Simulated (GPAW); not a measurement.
# Dielectric function and optical constants of KCdCO3F, part 2 of 2

Aim: the dielectric function of KCdCO3F, and the optical constants that follow from it.

GPAW 26.7.0; DFT, PBE, plane-wave PAW (GPAW data sets), scalar-relativistic, RPA, optical limit.

So far. Step 2 (Ground state): There is a gap, 1.65 eV on this mesh (points off the mesh can give less), so no carriers' term is needed.

## 4. Dielectric function, RPA

Transitions between filled and empty bands, summed over the zone, give the optical response, so mesh, band count and broadening shape it.

The induced potential is part of this response.

This step: DFT, PBE, plane-wave PAW (GPAW data sets), scalar-relativistic, RPA, optical limit (GPAW 26.7.0).

df.py

```python
from gpaw.response.df import DielectricFunction

df = DielectricFunction('full.gpw', frequencies={'type': 'nonlinear', 'domega0': 0.03, 'omega2': 8},
                        ecut=80,
                        eta=0.15,
                        nbands=59,
                        txt='df.txt')
for direction in ['x', 'z']:
    df.get_dielectric_function(xc='RPA', direction=direction, filename=f'df_{direction}.csv')
```

The run is started by

```sh
> OMP_NUM_THREADS=1 python df.py
```

Numbers of over 12 decimals in the logs are rounded to 6 here.

Output:

```text
Using integrator: PointIntegrator
NonLinearFrequencyDescriptor(from 0.000 to 54.352 eV, 476 points)
Nonperiodic BCs:  [False False False]
Using integrator: PointIntegrator
NonLinearFrequencyDescriptor(from 0.000 to 54.352 eV, 476 points)
Nonperiodic BCs:  [False False False]

Calculating chi0 body with:
    Ground state adapter containing:
    Number of spins: 1
    Number of kpoints: 216
    Number of irreducible kpoints: 28
    Number of completely occupied states: 25
    Number of partially occupied states: 25

    Linear response parametrization:
    q_c: [0.0, 0.0, 0.0]
    Number of frequency points: 476
    Planewave cutoff: 80.0
    Number of bands: 59
    Number of planewaves: 163
    Broadening (eta): 0.15

Integrating chi0 body.

Symmetries of q_c:
    Direct symmetries (Uq -> q): 12
    Indirect symmetries (TUq -> q): 12
In total 24 allowed symmetries.

28 groups of equivalent kpoints. 87.037037% reduction.

Integral kind: spectral function

Calculating chi0 optical extensions with:
    Ground state adapter containing:
    Number of spins: 1
    Number of kpoints: 216
    Number of irreducible kpoints: 28
    Number of completely occupied states: 25
    Number of partially occupied states: 25

    Linear response parametrization:
    Number of frequency points: 476
    Planewave cutoff: 80.0
    Number of bands: 59
    Number of planewaves: 163
    Broadening (eta): 0.15
Integrating chi0 head and wings.

Symmetries of q_c:
    Direct symmetries (Uq -> q): 12
    Indirect symmetries (TUq -> q): 12
In total 24 allowed symmetries.

28 groups of equivalent kpoints. 87.037037% reduction.

Integral kind: spectral function wings
```

It took 26 s on 1 thread of Arm Neoverse V2, shared host; peak memory 0.94 GiB.

This step gave:

* electronic dielectric constant ε∞, mean over x, y and z (by symmetry where fewer were run): 2.576

The Im ε has structure finer than the step of the table below, so its rows give means over 1 eV, whole bins alone (the curve runs from 0 to 19.9 eV). Peaks (eV: height): E ∥ x 6.0: 2.34, 8.9: 2.97, 16.2: 1.60; E ∥ z 6.5: 2.33, 8.4: 1.50, 10.5: 1.27, 11.8: 1.72, 14.8: 1.78, 16.5: 1.40.

Sum at mesh points, not converged in k; values under the direct gap are tails of Lorentzian lines. The Im ε by photon energy; means over each step:

```
photon energy (eV)   E ∥ x    E ∥ z
                 1  0.0106  0.00440
                 2  0.0379   0.0103
                 3   0.129   0.0239
                 4   0.748   0.0938
                 5    1.27    0.374
                 6    1.83     1.20
                 7    1.20     1.14
                 8    1.46     1.17
                 9    2.63    0.732
                10    1.70     1.03
                11    1.20     1.12
                12   0.934     1.61
                13   0.916     1.14
                14    1.06    0.977
                15    1.08     1.37
                16    1.45     1.19
                17    1.27     1.14
                18    1.12    0.879
                19    1.02    0.794
```

The reflectivity at normal incidence has structure finer than the step of the table below, so its rows give means over 0.5 eV, whole bins alone (the curve runs from 0 to 19.9 eV). Peaks (eV: height): E ∥ x 3.98: 10.6, 6.02: 12.7, 6.76: 8.45, 8.96: 15.8, 16.44: 8.87, 18.62: 6.99; E ∥ z 6.49: 12.2, 8.39: 7.42, 10.31: 6.44, 11.79: 8.75, 14.87: 9.77, 16.64: 7.87.

Sum at mesh points, not converged in k. Reflectivity at normal incidence against photon energy; means over each step:

```csv
photon energy (eV),E ∥ x (%),E ∥ z (%)
0.5,6.17,3.92
1.0,6.27,3.96
1.5,6.47,4.04
2.0,6.78,4.16
2.5,7.17,4.34
3.0,7.93,4.59
3.5,8.94,4.95
4.0,10.0,5.43
4.5,9.85,6.17
5.0,9.77,6.56
5.5,10.7,8.06
6.0,11.4,8.38
6.5,7.78,10.2
7.0,6.48,4.47
7.5,6.60,5.54
8.0,9.56,6.20
8.5,13.0,5.37
9.0,15.4,3.50
9.5,12.9,4.83
10.0,9.10,5.62
10.5,8.97,6.03
11.0,6.58,5.22
11.5,4.55,7.66
12.0,3.99,8.31
12.5,3.25,6.87
13.0,3.78,5.35
13.5,4.28,3.98
14.0,4.55,4.12
14.5,4.94,6.66
15.0,4.56,7.97
15.5,5.34,4.86
16.0,7.47,5.50
16.5,8.59,7.13
17.0,7.11,5.91
17.5,6.08,5.56
18.0,5.80,4.51
18.5,6.28,3.55
19.0,5.65,3.18
19.5,4.77,3.56
```

The Im ε, E ∥ x has structure finer than the step of the table below, so its rows give means over 1 eV, whole bins alone (the curve runs from 0 to 19.9 eV). Peaks (eV: height): without local fields 6.0: 2.11, 7.8: 5.69, 16.2: 2.10; with local fields 6.0: 2.34, 8.9: 2.97, 16.2: 1.60.

Sum at mesh points, not converged in k; values under the direct gap are tails of Lorentzian lines. The Im ε, E ∥ x by photon energy; means over each step:

```
photon energy (eV)  without local fields  with local fields
                 1                0.0115             0.0106
                 2                0.0395             0.0379
                 3                 0.131              0.129
                 4                 0.784              0.748
                 5                  1.31               1.27
                 6                  1.68               1.83
                 7                  1.51               1.20
                 8                  3.66               1.46
                 9                  1.90               2.63
                10                  1.24               1.70
                11                  1.14               1.20
                12                 0.997              0.934
                13                  1.10              0.916
                14                  1.11               1.06
                15                  1.13               1.08
                16                  1.73               1.45
                17                  1.50               1.27
                18                  1.60               1.12
                19                  1.29               1.02
```

The loss function −Im 1/ε at q → 0 has structure finer than the step of the table below, so its rows give means over 0.5 eV, whole bins alone (the curve runs from 0 to 19.9 eV). Peaks (eV: height): E ∥ x 6.39: 0.265, 11.03: 0.589, 18.85: 0.638; E ∥ z 6.71: 0.378, 8.52: 0.388, 12.59: 0.457, 15.05: 0.530, 17.94: 0.665.

Sum at mesh points, not converged in k; values under the direct gap are tails of Lorentzian lines. The loss function −Im 1/ε at q → 0 by energy loss; means over each step:

```csv
energy loss (eV),E ∥ x,E ∥ z
0.5,6.4e-4,4.2e-4
1.0,0.00134,8.7e-4
1.5,0.00223,0.00136
2.0,0.00434,0.00193
2.5,0.00698,0.00268
3.0,0.00991,0.00394
3.5,0.0276,0.00709
4.0,0.0568,0.0126
4.5,0.0941,0.0308
5.0,0.0975,0.0368
5.5,0.134,0.0727
6.0,0.186,0.120
6.5,0.227,0.228
7.0,0.216,0.209
7.5,0.142,0.186
8.0,0.124,0.194
8.5,0.170,0.310
9.0,0.262,0.157
9.5,0.390,0.169
10.0,0.437,0.185
10.5,0.464,0.239
11.0,0.549,0.206
11.5,0.441,0.223
12.0,0.437,0.320
12.5,0.343,0.414
13.0,0.328,0.389
13.5,0.318,0.382
14.0,0.329,0.280
14.5,0.347,0.284
15.0,0.345,0.471
15.5,0.309,0.429
16.0,0.347,0.419
16.5,0.461,0.469
17.0,0.536,0.569
17.5,0.529,0.578
18.0,0.547,0.621
18.5,0.544,0.535
19.0,0.620,0.509
19.5,0.569,0.497
```

Optical constants at common wavelengths, from n + ik = √ε:

```
wavelength (nm)   n x    k x  R (%) x   1/α x   n z    k z  R (%) z   1/α z
           1550  1.66  0.002      6.2   51 µm  1.50  0.001      3.9  108 µm
            800  1.68  0.006      6.5   12 µm  1.50  0.002      4.1   27 µm
            633  1.70  0.009      6.8  5.4 µm  1.51  0.003      4.2   16 µm
            532  1.72  0.016      7.0  2.7 µm  1.52  0.004      4.3   10 µm
            405  1.79  0.029      8.1  1.1 µm  1.55  0.008      4.6  4.3 µm
            365  1.85  0.068      8.9  429 nm  1.57  0.011      4.9  2.6 µm
            308  1.93  0.239     10.6  102 nm  1.61  0.028      5.5  868 nm
```

Below the direct gap, k and the depth come from the tails of the Lorentzian lines, not from transitions.

Rows near the edge hang on the gap, which this functional as a rule makes too small, and phonon-assisted absorption is left out.

## 5. What came out

* electronic dielectric constant ε∞, mean over x, y and z (by symmetry where fewer were run) (RPA): 2.58

In words: At this level (PBE, RPA) KCdCO3F has a mean ε∞ = 2.58 and n = 1.66 at 1550 nm (E ∥ x). On the mesh the gap is 1.64 eV and the least direct gap 1.68 eV. Local fields change the static value along x from 2.96 to 2.75 (-7 %). The static values by axis are 2.75 (x), 2.23 (z). Excitons and phonon-assisted transitions are missing; PBE gaps are as a rule too small, which pulls the onset down and ε∞ up. In this version of GPAW the matrix elements of the optical limit are incomplete, which can lower ε − 1 by up to a tenth where first-row anions or d states rule, and shift it by more in d metals. The sum runs over mesh points 0.24 Å⁻¹ apart with no interpolation, so peaks are partly noise of the mesh and static values carry its error.

[Machine, clock and banner lines and Python warnings are left out of the logs.]

[Logs are printed without paths, hosts, clocks, repeated set-up lines and the standing remarks that a program may print on its own settings, such as how far it seeks lower states.]

[Hosts, paths, dates, database ids (printed as entryN), source tags and the programs' standing remarks are cut or masked in the printed files.]
